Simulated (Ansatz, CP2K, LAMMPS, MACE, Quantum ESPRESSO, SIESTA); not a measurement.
# Amorphous 79HfO2-21Al2O3 (mol %) (82 atoms): one relaxed cell, several methods

Aim: relax amorphous 79HfO2-21Al2O3 (mol %) (82 atoms), then compare forces, pressure and levels from several programs at that geometry.

These are calculated values.

### Step 1. The cell

The cell holds 82 atoms (19 Hf, 10 Al and 53 O), with edges of 10.19, 10.19 and 10.19 Å. Recipe: 82 atoms (19 Zr, 10 Al, 53 O) placed at random at 4.47 g/cm³, melted at 5000 K for 10 ps at fixed volume with the Morse and Coulomb pair potential with partial charges (Pedone, Malavasi, Menziani, Cormack and Segre, J. Phys. Chem. B 110, 11780 (2006)). Quenched from 5000 K to 300 K at 50 K/ps and fixed volume, held 5 ps, then minimised at fixed cell. Then Zr was replaced by Hf (the potential has no terms for the new elements, so the cell is a start for a DFT relaxation). Then the atoms were relaxed with MACE MP-0b3 medium in the fixed cell. Then the atoms were relaxed with CP2K double zeta, PBE.

### Step 2. The relaxation

CP2K double zeta (DZVP-MOLOPT-SR, GTH-PBE potentials, 480 Ry; k-points Γ) took 14 geometry steps and reached its thresholds. It started from the geometry that MACE MP-0b3 medium had relaxed.

It took 12 min on 4 MPI ranks of Arm Neoverse V2, shared host; peak memory 3 GiB.

```tsv
	before	after
energy (meV/atom)	0	-4.4
Hf-O bonds under 2.82 Å	117 at 2.160 Å	116 at 2.150 Å
Al-O bonds under 2.33 Å	43 at 1.835 Å	43 at 1.844 Å
```

Atoms moved by 0.04 Å r.m.s. and 0.09 Å at most, with the common shift taken off.

### Step 3. Structure of the relaxed cell

Density 7.07 g/cm³, 12.91 Å³ an atom.

g(r), total and by pair (bins of 0.2 Å):

```tsv
r (Å)	total	O-O	O-Hf	O-Al	Hf-Hf	Hf-Al	Al-Al
1.70	0.72	0.00	0.00	4.60	0.00	0.00	0.00
1.90	1.15	0.00	1.20	5.03	0.00	0.00	0.00
2.10	2.28	0.00	7.30	0.53	0.00	0.00	0.00
2.30	0.46	0.00	1.55	0.00	0.00	0.00	0.00
2.50	0.51	0.89	0.40	0.14	0.00	0.00	0.00
2.70	0.94	2.09	0.17	0.12	0.00	0.00	0.00
2.90	1.25	2.54	0.21	0.38	0.00	0.77	1.02
3.10	1.21	2.20	0.08	0.51	0.49	1.89	3.45
3.30	1.14	1.35	0.35	0.80	2.35	3.27	2.33
3.50	0.88	0.69	0.51	1.16	1.73	2.71	0.70
3.70	0.90	0.64	0.91	1.10	1.85	1.16	1.26
3.90	0.92	0.43	1.21	0.99	3.10	0.88	0.00
4.10	1.00	0.73	1.23	1.47	0.97	0.40	1.46
4.30	0.98	0.62	1.23	1.76	0.64	0.59	0.44
4.50	0.96	0.61	1.42	1.17	0.81	0.55	1.65
4.70	1.10	0.92	1.48	1.33	0.10	1.11	0.00
4.90	0.99	1.06	1.11	0.73	0.48	1.10	1.05
```

Bonds by pair of elements; cutoffs follow the first minimum of g(r), held within bounds set by covalent radii, and pairs that aren't listed don't count as bonded:

```tsv
pair A-B	cutoff (Å)	bonds	mean length (Å)	spread (Å)	shortest (Å)	B about A	A about B
O-Hf	2.82	116	2.15	0.152	1.91	2.19	6.11
O-Al	2.33	43	1.84	0.096	1.71	0.811	4.3
```

How many atoms have how many bonded neighbours:

```tsv
element	mean	2	3	4	5	6	7	8
Al	4.3	0	0	7	3	0	0	0
Hf	6.11	0	0	0	1	16	1	1
O	3	5	43	5	0	0	0	0
```

Bond angles, per cent of each kind in bins of 5°:

```tsv
angle (°)	O-Hf-O	Hf-O-Hf	O-Al-O	Al-O-Hf	Al-O-Al
65–70	5.3	0.0	0.0	0.0	0.0
70–75	10.7	0.0	0.0	0.0	0.0
75–80	7.7	1.2	2.8	0.0	0.0
80–85	9.7	1.2	6.9	1.5	0.0
85–90	10.0	2.3	5.6	2.9	0.0
90–95	6.3	3.5	9.7	5.9	0.0
95–100	10.0	9.3	11.1	11.8	0.0
100–105	6.7	17.4	6.9	16.2	0.0
105–110	3.0	9.3	16.7	7.3	10.0
110–115	3.7	7.0	12.5	13.2	20.0
115–120	2.0	4.7	9.7	5.9	10.0
120–125	1.0	5.8	5.6	7.3	10.0
125–130	2.3	8.1	2.8	8.8	10.0
130–135	3.0	5.8	1.4	4.4	10.0
135–140	1.3	10.5	0.0	7.3	10.0
140–145	2.3	7.0	2.8	4.4	10.0
145–150	2.0	3.5	1.4	0.0	0.0
150–155	1.3	3.5	0.0	0.0	0.0
155–160	3.0	0.0	1.4	2.9	10.0
160–165	2.3	0.0	0.0	0.0	0.0
165–170	3.0	0.0	1.4	0.0	0.0
170–175	1.7	0.0	1.4	0.0	0.0
175–180	1.3	0.0	0.0	0.0	0.0
```

Bond angles (no mean is given where the spread exceeds 20°):

```tsv
angle	count	mean (°)	spread (°)
O-Hf-O	299	-	-
Hf-O-Hf	86	118	18.4
O-Al-O	72	108	19.2
Al-O-Hf	68	114	16.8
Al-O-Al	10	127	15.6
```

Oxygen atoms by the number of network formers (Si, P, Ge, B, Al, As, Ga) bound to them:

```tsv
network formers bound to O	O atoms	per cent
0	20	37.7
1	23	43.4
2	10	18.9
```

Network units: each former by its oxygen neighbours and how many of them bridge to another former:

```tsv
former	O neighbours	bridging O	atoms
Al	4	1	3
Al	4	2	2
Al	4	3	2
Al	5	1	1
Al	5	3	2
```

Bond length by coordination (bonds to H left out):

```tsv
element	coordination	atoms	mean bond length (Å)
Al	4	7	1.80
Al	5	3	1.92
Hf	5	1	2.05
Hf	6	16	2.14
Hf	7	1	2.21
Hf	8	1	2.28
O	2	5	1.87
O	3	43	2.07
O	4	5	2.18
```

First main peaks of g(r), for some of the pairs, lie near 2.9 Å (O-O), 2.1 Å (O-Hf), 1.8 Å (O-Al), 3.3 Å (Hf-Al) and 3.2 Å (Al-Al). Counting bonds as in the table, 70 % of Al atoms have 4, 84 % of Hf atoms have 6 and 81 % of O atoms have 3 bonded neighbours. Counting bonds to Al alone, not to Hf, 19 % of the oxygens join two of these atoms and 43 % one; 38 % join none. The commonest Al unit has 4 oxygens, 1 of them shared with other formers (3 of 10 atoms).

### Step 4. The plane-wave reference

Quantum ESPRESSO 7.5: Kohn-Sham DFT, PBE, SSSP efficiency 1.3.0 pseudopotentials, plane waves. Its input for the relaxed cell:

```
&control
  calculation = 'scf'
  pseudo_dir = './pseudo'
  outdir = './tmp'
  disk_io = 'none'
  tprnfor = .true.
  tstress = .true.
/
&system
  ibrav = 0
  nat = 82
  ntyp = 3
  ecutwfc = 60
  ecutrho = 480
  nosym = .true.
  occupations = 'smearing'
  smearing = 'fd'
  degauss = 0.003675
/
&electrons
  conv_thr = 4.1e-07
  electron_maxstep = 100
  mixing_beta = 0.4
  mixing_mode = 'plain'
  diagonalization = 'david'
/
ATOMIC_SPECIES
Hf 178.490 Hf.upf
Al 26.982 Al.upf
O 15.999 O.upf
CELL_PARAMETERS angstrom
10.19240 0.00000 0.00000
0.00000 10.19240 0.00000
0.00000 0.00000 10.19240
ATOMIC_POSITIONS crystal
Hf 0.30126 0.38933 0.66269
Hf 0.97982 0.69604 0.40331
Hf 0.38526 0.85467 0.37441
[... 77 atom lines left out ...]
O 0.39370 0.38421 0.46662
O 0.51153 0.34853 0.70332
K_POINTS gamma
```

Wall time 2.5 min (4 MPI ranks of Arm Neoverse V2, shared host); peak memory 3.5 GiB; 9.9 min of CPU time.

### Step 5. All levels at this geometry

CPU times are from a shared host and are rough.

```
                level                    basis or training data  k-points  own r.m.s. force (meV/Å)  difference from the reference (meV/Å)  pressure (GPa)  Kohn-Sham gap (eV)  CPU time  memory (GiB)
              QE, PBE   plane waves, SSSP efficiency, 60/480 Ry         Γ                       148                                      -           -3.36                3.96   9.9 min           3.5
CP2K triple zeta, PBE     TZV2P-UZH, GTH-PBE potentials, 600 Ry         Γ                       108                                     96           -6.16                3.99    12 min           6.9
      SIESTA DZP, PBE  DZP orbitals, shift 0.01 Ry, mesh 400 Ry         Γ                       222                                    129           -1.23                3.73   5.4 min           2.2
   MACE MP-0b3 medium        trained on PBE(+U) plane-wave data         -                       204                                    103           -3.95                   -     6.9 s           1.1
```

The gap is the spacing of the highest filled and lowest empty Kohn-Sham level on the mesh; a dash marks partly filled levels, a spacing under 0.15 eV or a method without such levels.

### Step 6. What came out

Relaxation in the fixed cell lowers the energy by 4 meV/atom at its own level and moves atoms by up to 0.09 Å. By the cutoffs of the final cell 0 bonds formed and 1 was lost, leaving 159. The reference finds an r.m.s. force of 148 meV/Å there and a pressure of -3.36 GPa, at a geometry that CP2K double zeta made.

Forces differ from the reference's by 96 meV/Å (CP2K triple zeta, PBE), 103 meV/Å (MACE MP-0b3 medium) and 129 meV/Å (SIESTA DZP, PBE). CP2K double zeta is at its own minimum here, so the reference's force is itself a measure of how the two differ. Pressures lie -0.6 GPa (MACE MP-0b3 medium), -2.8 GPa (CP2K triple zeta, PBE) and +2.1 GPa (SIESTA DZP, PBE) from the reference's. The highest filled and lowest empty levels lie 3.96 eV apart in the reference, against 3.99 eV in CP2K triple zeta, PBE and 3.73 eV in SIESTA DZP, PBE. Counting bonds as in the table, 70 % of Al atoms have 4, 84 % of Hf atoms have 6 and 81 % of O atoms have 3 bonded neighbours.

Caveats: The density was set by the recipe and held. One sample of a disordered cell; defect or tail levels can set the gap. Gaps are read on the mesh, which holds the band edges only if they fold onto it, and semilocal functionals tend to put them under measured ones. The quench rate of 50 K/ps is many orders above laboratory rates, so the cell is likely richer in defects and strain than a real sample. The reference samples only Γ, in a cell whose shortest periodic width is 10 Å. Spin–orbit coupling is left out, which matters for the levels of the heavy elements. The plane-wave runs aren't exact: their cutoffs and mesh weren't converged further here. SIESTA's automatically made basis is far from complete, and its potentials were converted by us (checked for H, C, O, Si, Ge and Ca alone). Where levels are smeared, the DFT runs use Fermi–Dirac occupations at 580 K (0.05 eV), and energies are free energies.

[Logs are printed without paths, hosts, clocks, repeated set-up lines and the standing remarks that a program may print on its own settings, such as how far it seeks lower states.]

[Hosts, paths, dates, database ids (printed as entryN), source tags and the programs' standing remarks are cut or masked in the printed files.]
